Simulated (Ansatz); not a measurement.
# BN (F-43m): lattice thermal conductivity, part 2 of 3

How well does the lattice of BN conduct heat? The starting cell is a computed one from a database.

Experimental results on record:
- thermal conductivity 760 W/m/K near room temperature (given in “Combining the AFLOW GIBBS and Elastic Libraries to efficiently and robustly screen thermo-mechanical properties of solids”, 2017, arXiv:1611.05714)

Ansatz 0.2.0; DFT LDA, scalar-relativistic, plane waves, PAW; PAW set soft_1.

So far. Step 2 (A first coarse run): The start is under -14 GPa at this level and looks like an insulator or semiconductor on this mesh. Step 5 (Tight relaxation): The residual pressure is -0.0080 GPa, small enough for phonons. The relaxed cell has a = 3.580 Å (conventional setting).

**6. A cheap rung**

A small supercell and a short cutoff cost little, and show how far such settings carry.

Contents of input.yaml:

```yaml
crystal:
  lattice:
    - [0.0, 1.7899255272, 1.7899255272]
    - [1.7899255272, 0.0, 1.7899255272]
    - [1.7899255272, 1.7899255272, 0.0]
  atoms:
    - { symbol: B, position: [0.0, 0.0, 0.0] }
    - { symbol: "N", position: [0.75, 0.75, 0.75] }
kpoints:
  mp_grid: { grid: [12, 12, 12] }
hamiltonian:
  xc: lda
  pseudopotentials: { kind: paw, azcp: { folder: soft_1 }, xc_functional: pbe }
scf:
  occupations: { method: fixed }
  lower_state_search: "off"
output:
  eigenvalues: true
phonons:
  method: fd
  dielectric: true
  qmesh: [6, 6, 6]
  temperatures: { t_max: 1000, t_step: 50 }
  qpath:
    path:
      - [[0.0, 0.0, 0.0], [0.5, 0.0, 0.5], [0.5, 0.25, 0.75], [0.375, 0.375, 0.75], [0.0, 0.0, 0.0], [0.5, 0.5, 0.5], [0.625, 0.25, 0.625], [0.5, 0.25, 0.75], [0.5, 0.5, 0.5], [0.375, 0.375, 0.75]]
      - [[0.625, 0.25, 0.625], [0.5, 0.0, 0.5]]
    npoints: 10
  third_order: { supercell: [3, 3, 3], pair_cutoff: 3.118 }
  lattice_thermal_conductivity:
    qmesh: [17, 17, 17]
    temperatures: [50.0, 100.0, 150.0, 200.0, 300.0, 400.0, 500.0, 600.0, 800.0, 1000.0]
    isotope_mass_variance:
      - { species: B, variance: 0.001354 }
      - { species: "N", variance: 1.838e-05 }
```

Started as:

```
ansatz run input.yaml --threads 18 --pin off --max-ram 92160MiB --backend cuda --events-out ev --progress --plain --runs-dir out
```

Numbers of over 12 decimals in the logs are rounded to 6 here.

The log of the run:

```text
Warning: phonons: the dynamical matrix that this run interpolates holds no multipole term above the dipole-dipole one, and a site of this crystal is no centre of inversion, so its interpolated transverse optical and acoustic branches and sound speeds can stay off near Gamma, and the density of states and the thermodynamics with them. What a run solves at a wave vector of phonons.qpoints, Gamma apart, where the deck admits one, is free of this, and under fd what a larger phonons.supercell samples
Warning: phonons.dielectric: true without phonons.rigid_motions: the static dielectric tensor ε⁰ will be withheld (ε∞, Z* and the rows of modes are given); for a crystal or a slab, whose only rigid motions are the translations, set phonons.rigid_motions: translations
[...]
Crystal: 12 atoms, lattice volume = 68.815 Å³
Basis set: ecut = 420 eV, 1357 PW (Γ), FFT grids on a1, a1+a2, 2a1+a3
Bands: 36, of which v1, the nominal top of the filled ones, is band 24 counted from 1 (23 counted from 0)
Symmetry: 12 space group operations
k-points: 94 of 288 (time reversal used)
[...]
SCF iter   1: F=—  HF=-3158.826978 eV  |F-HF|=—  |Δ(HF+E_count)|=         —  Δρ=1.25e-7  dr2=3.97e-12  ethr=1.30e-12  ⟨swp⟩=3.0  Hψ=9148  notcnv=0
[...]
SCF iter   2: F=-3158.826978 eV  HF=-3158.826978 eV  |F-HF|=4.55e-13  |Δ(HF+E_count)|=  9.09e-13  Δρ=6.05e-8  dr2=8.68e-13  ethr=1.00e-12  ⟨swp⟩=2.0  Hψ=6016  notcnv=0
SCF 1 converged in 2 iterations: F = -3158.826978 eV  dr2 = 8.68e-13
[...]
Crystal: 2 atoms, lattice volume = 11.469 Å³
Basis set: ecut = 420 eV, 229 PW (Γ), exchange–correlation on 36×36×36 points (8 copies of the dense FFT grid, shifted against one another)
Bands: 8, of which v1, the nominal top of the filled ones, is band 4 counted from 1 (3 counted from 0)
Symmetry: 24 space group operations
k-points: 280 of 1728 (irreducible under 4 space group operations, time reversal used)
[...]
SCF iter   1: F=—  HF=-526.471164 eV  |F-HF|=—  |Δ(HF+E_count)|=         —  Δρ=7.75e-8  dr2=3.37e-13  ethr=2.63e-9  ⟨swp⟩=3.0  Hψ=19591  notcnv=0  defer=473
eigensolver tolerance schedule: the retry pair's looser diagonalisation over-reported the residual by 624234.41 of it (diagonalisation noise at 1.13 of the residual, at the tolerance the schedule requests for it); recorded, not acted on — ethr = c·dr2/N_el stays at c = 1.0e-1
[...]
SCF 2 converged in 2 iterations: F = -526.471164 eV  dr2 = 2.14e-13
[...]
SCF 3 converged in 8 iterations: F = -3158.826875 eV  dr2 = 1.39e-12
[...]
q = [0.0000, 0.0000, 0.0000] (star 1, supercell 1; hermiticity 2.91e-17, symmetrization 2.82e-7): -0.00 0.00 0.00 1066.72 1066.72 1066.72
[...]
joined force constants: q→R imaginary residual 5.99e-19
  density of states and harmonic sums: on the 30×30×30 q-mesh, interpolated from the force constants of a 6×6×6 supercell (with the dipole–dipole term)
  largest difference from the sums on the solved wave vectors: F 2.12e-3 eV, S 3.34e-6 and C_V 1.17e-6 eV/K
  zero-point energy: 0.321329 eV/cell   skipped modes (ω ≤ 0): 3   left out of the sums: 1.85e-5 of the cell's modes: C_V's classical limit lies that fraction below 3 k_B per atom; for a crystal, a wire or a layer, F and S can be off by more, and a phonons.interpolated_qmesh denser along its periods is the remedy for the sampling
--- Third-order force constants: 148 member SCFs in a 3×3×3 supercell (pair cutoff 3.118 Å, amplitude 0.03 Å, SCF threshold 1.00e-9 eV, Σ member SCF iterations 1047) ---
  symmetry images taken by strict's conditions (phonons.symmetry_images: auto; settled by the asymmetry read); asymmetry of the core-correction force 1.2e-7 eV/Å at the most on a site, 5.2e-6 eV/Å summed over every site of the supercell
  sum-rule residual: 2.520e0 → 6.831e-14 eV/Å³; symmetrization residual: 1.102e-1 eV/Å³; largest sum-rule correction relative to its orbit: 3.150e-1, on the orbit of the block of home site 0 with site 1 of cell (-2, -1, 0) and site 1 of cell (-2, -1, 0), whose norm before the correction was 1.286e0 eV/Å³
--- Lattice thermal conductivity: 17×17×17 mesh (165 irreducible points), tetrahedron method ---
  three-phonon and isotope scattering only; four-phonon, boundary and, in a metal, phonon-electron scattering are left out
  each conductivity is what the modes' populations carry and what the coherences between them add
  conductivity (a third of the tensor's trace), W/(m K), in the relaxation-time approximation and from the full solution:
       T (K)   relaxation time   full solution  iterations             ending  least Ritz value
       50.00         8824.1623       8610.2434           4          converged          9.367e-1
      100.00         6065.7773       6079.5248           5          converged          8.569e-1
      150.00         3056.3111       3157.9984           5          converged          8.044e-1
      200.00         1643.6637       1736.1768           5          converged          7.736e-1
      300.00          834.5801        913.5941           6          converged          7.400e-1
      400.00          614.2341        687.4783           6          converged          7.157e-1
      500.00          508.3283        576.6812           7          converged          6.954e-1
      600.00          440.7450        504.5670           7          converged          6.780e-1
      800.00          353.4250        409.4737           7          converged          6.495e-1
     1000.00          296.9456        346.8403           7          converged          6.269e-1
```

Wall time 2 min (1 × NVIDIA GB200 with 18 threads of Arm Neoverse V2, shared host); peak memory 1.5 GiB.

This step gave:

```yaml
gamma_frequencies: 0, 0, 0, 1067, 1067, 1067 cm⁻¹ (negative: imaginary)
lowest_frequency_on_the_path: 0 cm⁻¹
zero_point_energy: 0.3213 eV/cell
point_group: -43m
highest_frequency: 1296 cm⁻¹
debye_temperature_from_the_second_moment: 1665 K
kappa_at_300_k_relaxation_time: 834.6 W/m/K
kappa_at_300_k_full_solution: 913.6 W/m/K
dipole_term: run
mean_free_path_at_half_of_kappa: 344 nm
share_of_kappa_above_the_three_lowest_branches: 0.002
third_order_blocks: 842
periodic_aliases_dropped: 168
largest_relative_sum_rule_correction: 0.3150
displaced_cells_third_order: 148
```

W/m/K. Kappa, by row:

```tsv
T (K)	RTA xx	RTA yy	RTA zz	full xx	full yy	full zz	coherence part xx	coherence part yy	coherence part zz	ending	iterations	least Ritz value
50	8824	8824	8824	8610	8610	8610	6.38e-5	6.38e-5	6.38e-5	converged	4	0.937
100	6066	6066	6066	6080	6080	6080	0.004863	0.004863	0.004863	converged	5	0.857
150	3056	3056	3056	3158	3158	3158	0.01938	0.01938	0.01938	converged	5	0.804
200	1644	1644	1644	1736	1736	1736	0.04674	0.04674	0.04674	converged	5	0.774
300	834.6	834.6	834.6	913.6	913.6	913.6	0.1349	0.1349	0.1349	converged	6	0.74
400	614.2	614.2	614.2	687.5	687.5	687.5	0.2148	0.2148	0.2148	converged	6	0.716
500	508.3	508.3	508.3	576.7	576.7	576.7	0.2614	0.2614	0.2614	converged	7	0.695
600	440.7	440.7	440.7	504.6	504.6	504.6	0.286	0.286	0.286	converged	7	0.678
800	353.4	353.4	353.4	409.5	409.5	409.5	0.3097	0.3097	0.3097	converged	7	0.649
1000	296.9	296.9	296.9	346.8	346.8	346.8	0.323	0.323	0.323	converged	7	0.627
```

This rung gives 835 W/(m K) at 300 K by relaxation time, but with 54 atoms, 3 neighbour distances inside the cutoff and a 17×17×17 mesh it is a test, not the conductivity of the crystal.

(Continued in part 3 of 3.)

[Logs are printed without paths, hosts, clocks, repeated set-up lines and the standing remarks that a program may print on its own settings, such as how far it seeks lower states.]

[Hosts, paths, dates, database ids (printed as entryN), source tags and the programs' standing remarks are cut or masked in the printed files.]

[A step with changed settings may run another functional than the one named; its input shows which.]
